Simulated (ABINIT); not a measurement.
## CsPbI2Br (P4/mmm): G0W0 with ABINIT, start to end

Wanted: ground state, empty states, screening and self-energy for CsPbI2Br (P4/mmm).

Program: ABINIT 10.8.3. Level of theory: PBE and many-body steps on it, plane waves. Results are calculated unless marked as measured.

This is a report of a sequence of runs, with most program output left out.

### Step 1. Starting point

The structure is tetragonal, space group P4/mmm (No. 123). The conventional cell has a = 6.375 Å, b = 6.375 Å, c = 5.962 Å, α = 90.00°, β = 90.00°, γ = 90.00°. Cs has 8 I at 4.36 Å and 4 Br at 4.51 Å nearest. Nearest to Pb lie 2 Br at 2.98 Å and 4 I at 3.19 Å. Nearest to I lie 2 Pb at 3.19 Å and 4 Cs at 4.36 Å. Br has 2 Pb at 2.98 Å and 4 Cs at 4.51 Å nearest. Farther neighbours and most contacts between anions are not listed.

The cell and positions are those that the Materials Project relaxed with its own functionals (PBE, PBE+U or r2SCAN), kept fixed. Spin-orbit coupling is left out unless a step names it.

### Step 2. Ground state

This step: ABINIT 10.8.3; DFT, PBE, plane waves, norm-conserving pseudopotentials.

The ground-state density comes first.

run.abi

```
acell 3*1.0 Angstrom
rprim 
  6.375296000000 0.000000000000 0.000000000000
  0.000000000000 6.375296000000 0.000000000000
  0.000000000000 0.000000000000 5.962220000000
ntypat 4
znucl 55 82 53 35
natom 5
typat 1 2 3 3 4
xred 
  0.500000000000 0.500000000000 0.500000000000
  0.000000000000 0.000000000000 0.000000000000
  0.000000000000 0.500000000000 0.000000000000
  0.500000000000 0.000000000000 0.000000000000
  0.000000000000 0.000000000000 0.500000000000
pp_dirpath "pseudos"
pseudos "Cs.upf, Pb.upf, I.upf, Br.upf"
ecut 34
ngkpt 4 4 4
nshiftk 1
shiftk 0 0 0
kptopt 1
chksymbreak 0
nband 55
occopt 1
tolvrs 1e-08
nstep 60
prtwf 0
optforces 0
optstress 0
indata_prefix "in"
outdata_prefix "out"
tmpdata_prefix "tmp"
```

Launch:

```console
$ OMP_NUM_THREADS=1 mpirun -n 4 abinit run.abi > log
```

It took 5.4 min on 4 MPI ranks of Intel Xeon Platinum 8375C at 2.90GHz (Ice Lake), shared host; peak memory 0.75 GiB.

This step gave:

- total energy: -27042.3811 eV
- gap: 1.485 eV
- k of the valence top: 0.5, 0.5, 0.5
- k of the conduction bottom: 0.5, 0.5, 0.5
- least direct gap: 1.485 eV

The gap is direct, at (0.500, 0.500, 0.500).

### Step 3. Bands along the symmetry lines

The cheap functional maps the bands first; the places of the edges decide which points the dearer methods must see.

run.abi, as its differences from that of step 2:

```diff
@@ -18,14 +18,44 @@
 ecut 34
-ngkpt 4 4 4
-nshiftk 1
-shiftk 0 0 0
-kptopt 1
-chksymbreak 0
-nband 55
-occopt 1
-tolvrs 1e-08
-nstep 60
+iscf -2
+irdden 1
+kptopt 0
+nkpt 30
+kpt 
+  0.00000000 0.00000000 0.00000000
+  0.00000000 0.16666667 0.00000000
+  0.00000000 0.33333333 0.00000000
+  0.00000000 0.50000000 0.00000000
+  0.16666667 0.50000000 0.00000000
+  0.33333333 0.50000000 0.00000000
+  0.50000000 0.50000000 0.00000000
+  0.33333333 0.33333333 0.00000000
+  0.16666667 0.16666667 0.00000000
+  0.00000000 0.00000000 0.00000000
+  0.00000000 0.00000000 0.16666667
+  0.00000000 0.00000000 0.33333333
+  0.00000000 0.00000000 0.50000000
+  0.00000000 0.16666667 0.50000000
+  0.00000000 0.33333333 0.50000000
+  0.00000000 0.50000000 0.50000000
+  0.16666667 0.50000000 0.50000000
+  0.33333333 0.50000000 0.50000000
+  0.50000000 0.50000000 0.50000000
+  0.33333333 0.33333333 0.50000000
+  0.16666667 0.16666667 0.50000000
+  0.00000000 0.00000000 0.50000000
+  0.00000000 0.50000000 0.00000000
+  0.00000000 0.50000000 0.16666667
+  0.00000000 0.50000000 0.33333333
+  0.00000000 0.50000000 0.50000000
+  0.50000000 0.50000000 0.00000000
+  0.50000000 0.50000000 0.16666667
+  0.50000000 0.50000000 0.33333333
+  0.50000000 0.50000000 0.50000000
+istwfk *1
+nband 56
+nbdbuf 2
+tolwfr 1e-08
+nstep 40
 prtwf 0
-optforces 0
-optstress 0
+prtvol 0
 indata_prefix "in"
```

Elapsed: 4.7 min, on 4 MPI ranks; peak memory 0.81 GiB.

This step gave:

```
gap                        : 1.485 eV
k of the valence top       : 0.5, 0.5, 0.5
k of the conduction bottom : 0.5, 0.5, 0.5
least direct gap           : 1.485 eV
```

The gap is 1.485 eV, as in the run before at this level.

The electronic bands at the labelled points (eV, zero at the top of the highest filled band):

| point | band 46 | band 47 | band 48 | band 49 | band 50 | band 51 | band 52 | band 53 |
| --- | --- | --- | --- | --- | --- | --- | --- | --- |
| Γ | -1.31 | -1.30 | -1.27 | -1.27 | 3.16 | 4.06 | 4.46 | 4.66 |
| X | -1.53 | -1.47 | -1.36 | -0.94 | 2.27 | 4.43 | 5.00 | 5.01 |
| M | -1.53 | -1.42 | -0.89 | -0.50 | 1.93 | 1.93 | 4.80 | 5.31 |
| Γ | -1.31 | -1.30 | -1.27 | -1.27 | 3.16 | 4.06 | 4.46 | 4.66 |
| Z | -1.50 | -1.36 | -1.36 | -1.16 | 2.56 | 4.89 | 4.90 | 5.18 |
| R | -1.66 | -1.63 | -1.03 | -0.50 | 1.90 | 2.15 | 4.82 | 5.15 |
| A | -1.00 | -1.00 | -0.86 | 0.00 | 1.48 | 1.48 | 1.66 | 4.20 |
| Z | -1.50 | -1.36 | -1.36 | -1.16 | 2.56 | 4.89 | 4.90 | 5.18 |
| jump to X | -1.53 | -1.47 | -1.36 | -0.94 | 2.27 | 4.43 | 5.00 | 5.01 |
| R | -1.66 | -1.63 | -1.03 | -0.50 | 1.90 | 2.15 | 4.82 | 5.15 |
| jump to M | -1.53 | -1.42 | -0.89 | -0.50 | 1.93 | 1.93 | 4.80 | 5.31 |
| A | -1.00 | -1.00 | -0.86 | 0.00 | 1.48 | 1.48 | 1.66 | 4.20 |

### Step 4. Empty states on the mesh, 2×2×2 mesh, 162 bands

The sums over transitions need many empty states on a uniform mesh; this step solves for them.

run.abi

```
acell 3*1.0 Angstrom
rprim 
  6.375296000000 0.000000000000 0.000000000000
  0.000000000000 6.375296000000 0.000000000000
  0.000000000000 0.000000000000 5.962220000000
ntypat 4
znucl 55 82 53 35
natom 5
typat 1 2 3 3 4
xred 
  0.500000000000 0.500000000000 0.500000000000
  0.000000000000 0.000000000000 0.000000000000
  0.000000000000 0.500000000000 0.000000000000
  0.500000000000 0.000000000000 0.000000000000
  0.000000000000 0.000000000000 0.500000000000
pp_dirpath "pseudos"
pseudos "Cs.upf, Pb.upf, I.upf, Br.upf"
ecut 34
ngkpt 2 2 2
nshiftk 1
shiftk 0 0 0
kptopt 1
chksymbreak 0
iscf -2
irdden 1
istwfk *1
nband 162
nbdbuf 14
tolwfr 1e-09
nstep 60
prtvol 0
indata_prefix "in"
outdata_prefix "out"
tmpdata_prefix "tmp"
```

It took 5.7 min on 4 MPI ranks; peak memory 0.64 GiB; 23 min of CPU time.

This step gave:

```
gap                                                           : 1.485 eV
k of the valence top                                          : 0.5, 0.5, 0.5
k of the conduction bottom                                    : 0.5, 0.5, 0.5
least direct gap                                              : 1.485 eV
k points computed                                             : 6
lowest point of the top converged band, above the valence top : 26.73 eV
```

On this mesh the gap is 1.485 eV.

### Step 5. Screening, 2×2×2 mesh, 148 bands, screening to 87.1 eV

The RPA dielectric matrix is built and inverted for each q.

This step: RPA screening on PBE, plane waves, norm-conserving pseudopotentials.

run.abi, as its differences from that of step 4:

```diff
@@ -23,10 +23,11 @@
 chksymbreak 0
-iscf -2
-irdden 1
 istwfk *1
-nband 162
-nbdbuf 14
-tolwfr 1e-09
-nstep 60
-prtvol 0
+occopt 1
+irdwfk 1
+optdriver 3
+nband 148
+ecuteps 3.2
+inclvkb 2
+awtr 1
+symchi 1
 indata_prefix "in"
```

Elapsed: 3.4 min, on 4 MPI ranks; peak memory 3.6 GiB; 14 min of CPU time.

Numbers from this step:

| Quantity | Value |
| --- | --- |
| ε∞ with local fields, on this mesh, along the program's q direction | 9.800 |
| the same without local fields | 11.16 |
| plasma frequency | 23.61 eV |
| plane waves in the screening matrix | 461 |

Local fields lower ε∞ by 12 %. On a Γ-centred mesh this coarse the value itself is usually too large, while a short band sum pulls it down.

### Step 6. Self-energy, 2×2×2 mesh, 148 bands, screening to 87.1 eV

The self-energy is evaluated for the states that the input lists, and the levels follow from it, in one-shot runs by the linearised quasiparticle equation.

This step: G0W0 on PBE, plane waves, norm-conserving pseudopotentials.

run.abi, as its differences from that of step 5:

```diff
@@ -26,8 +26,17 @@
 irdwfk 1
-optdriver 3
+optdriver 4
 nband 148
+gwcalctyp 0
+ecutsigx 34
+symsigma 1
+nkptgw 2
+kptgw 
+  0.5000000000 0.5000000000 0.5000000000
+  0.0000000000 0.0000000000 0.0000000000
+bdgw 
+  48 51
+  48 51
 ecuteps 3.2
-inclvkb 2
-awtr 1
-symchi 1
+irdscr 1
+ppmodel 1
 indata_prefix "in"
```

Wall time 26 s (4 MPI ranks); peak memory 2.3 GiB.

This step gave:

* G0W0 gap on the points computed: 2.523 eV
* starting gap on the mesh: 1.485 eV
* k of the valence top: 0.5, 0.5, 0.5
* k of the conduction bottom: 0.5, 0.5, 0.5
* Z at the valence top: 0.801
* Z at the conduction bottom: 0.813
* least direct G0W0 gap on the computed points: 2.523 eV

The gap on the mesh goes from 1.48 eV to 2.52 eV, a correction of +1.04 eV.

Limits: finite bands, cutoff and mesh; no spin-orbit coupling; coarse k mesh. v1 is the top filled band, c1 the lowest empty one. The levels before and after the correction (eV, zero at the valence-band top of each column):

|  | conduction bottom | valence top |
| --- | --- | --- |
| Kohn-Sham | 1.48 | 0.00 |
| G0W0 | 2.52 | 0.00 |

|  | level | energy (eV) |
| --- | --- | --- |
| Kohn-Sham | (0.5 0.5 0.5) v2 | -0.863 |
| Kohn-Sham | (0.5 0.5 0.5) v1 | 0.000 |
| Kohn-Sham | (0.5 0.5 0.5) c1-c2 | 1.485 |
| G0W0 | (0.5 0.5 0.5) v2 | -1.023 |
| G0W0 | (0.5 0.5 0.5) v1 | 0.000 |
| G0W0 | (0.5 0.5 0.5) c1-c2 | 2.523 |

### Step 7. Where the time went

Times are wall times on 4 MPI ranks of Intel Xeon Platinum 8375C at 2.90GHz (Ice Lake), shared host, good to a factor of about two.

| step | time | share | memory (GiB) |
| --- | --- | --- | --- |
| ground state | 5.4 min | 27 % | 0.75 |
| bands along the symmetry lines | 4.7 min | 24 % | 0.81 |
| empty states on the mesh | 5.7 min | 29 % | 0.64 |
| screening | 3.4 min | 17 % | 3.6 |
| self-energy | 26 s | 2 % | 2.3 |

### Step 8. What came out

- PBE gap: 1.48 eV, direct
- G0W0 gap on the mesh: 2.52 eV
- GW settings: 2×2×2 mesh, 148 bands, screening to 87.1 eV, Godby-Needs plasmon pole
- known limits: not at the basis limit; no spin-orbit coupling; coarse k mesh

G0W0 moves the gap on the mesh from 1.48 eV to 2.52 eV (+1.04 eV), with Z of 0.80 and 0.81 at the edges. Local fields lower the RPA ε∞ on this mesh from 11.16 to 9.80; a Γ-centred mesh this coarse tends to raise both, most where the direct gap is narrow, while a short band sum lowers them. Only 2 of the mesh's irreducible points were corrected, so a valley elsewhere could overtake. Bands and cutoff are finite, so the gap is not at the basis limit. The miss can reach some tenths of an eV and take either sign; the mesh is an error of its own. In the G0W0 run levels were corrected at 2 k points alone, so a gap called «on the mesh» is the least over those, and an edge elsewhere would be missed. The 2×2×2 mesh is coarse for this cell, which bears on the long-range parts of exchange and screening. Where an edge is built on 6p states of lead, bismuth or thallium, scalar-relativistic gaps usually stand too wide, by a few tenths to over one eV. The many-body steps are scalar-relativistic: spin-orbit coupling is not in them.

[Paths, hosts, dates, memory and timing lines, banners, echoed tables and standing remarks are left out of the program output.]

[Logs are printed without paths, hosts, clocks, repeated set-up lines and the standing remarks that a program may print on its own settings, such as how far it seeks lower states.]

[Runs of the session that timed out or met a known fault of the program may be left out.]

[Hosts, paths, dates, database ids (printed as entryN), source tags and the programs' standing remarks are cut or masked in the printed files.]

[G0W0 gaps are taken among the corrected bands and points alone; a level outside them can change the order at an edge.]

[Where Ansatz stands beside ABINIT at settings called matched, ABINIT's density can come from a denser mesh and the files from another edition; pairs whose starting gaps differed by over 0.03 eV were left out, so agreement reads better than it is.]
